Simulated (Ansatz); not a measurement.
Consider BaReO3 (cubic perovskite) (Pm-3m).

The structure was built from a prototype and need not be the compound's stable phase.

The structure is cubic, space group Pm-3m (No. 221). The conventional cell has a = 3.960 Å, b = 3.960 Å, c = 3.960 Å, α = 90.00°, β = 90.00°, γ = 90.00°. Ba has 12 O at 2.80 Å nearest. Nearest to Re lie 6 O at 1.98 Å. Nearest to O lie 2 Re at 1.98 Å and 4 Ba at 2.80 Å. Farther neighbours and most contacts between anions are not listed.

```xyz
5
Lattice="0.0000 -3.9603 0.0000 0.0000 0.0000 3.9603 -3.9603 0.0000 0.0000" Properties=species:S:1:pos:R:3 pbc="T T T"
Ba    0.0000    0.0000    0.0000
Re   -1.9801   -1.9801    1.9801
O     0.0000   -1.9801    1.9801
O    -1.9801   -1.9801    0.0000
O    -1.9801    0.0000    1.9801
```

The structure was relaxed with LDA. The structure type comes from a generator and need not be one that this composition takes. The structure was generated from a model, not taken from a measurement. The runs that relaxed it are not among those shown. The program's search for lower electronic states was switched off, so nothing shows that the state found is the lowest. Spin-orbit coupling is left out unless a run names it. PAW set soft_2, made with PBE.

A constrained-RPA run (Ansatz 0.2.0; non-magnetic LDA; Re t2g, bands v2 to c1, 4×4×4 mesh, medium accuracy) builds 3 functions on bands 4.3 eV wide, with 3.0 electrons in the window. The bare on-site interaction is 10.9 eV and the bare J 0.37 eV.

Q: Estimate U, U′ and J.

On the Re t2g shell, U = 2.73 eV (25 % of the bare value), U′ = 2.17 eV, J = 0.26 eV.

The parent state is non-magnetic and the interaction static (zero frequency); U depends on the window and the orbitals, so it belongs to this model alone. Spin-orbit coupling, which is strong for atoms this heavy, is left out.

[Paths, hosts, dates, memory and timing lines, banners, echoed tables and standing remarks are left out of the program output.]

[Logs are printed without paths, hosts, clocks, repeated set-up lines and the standing remarks that a program may print on its own settings, such as how far it seeks lower states.]

[Runs of the session that timed out or met a known fault of the program may be left out.]

[Hosts, paths, dates, database ids (printed as entryN), source tags and the programs' standing remarks are cut or masked in the printed files.]
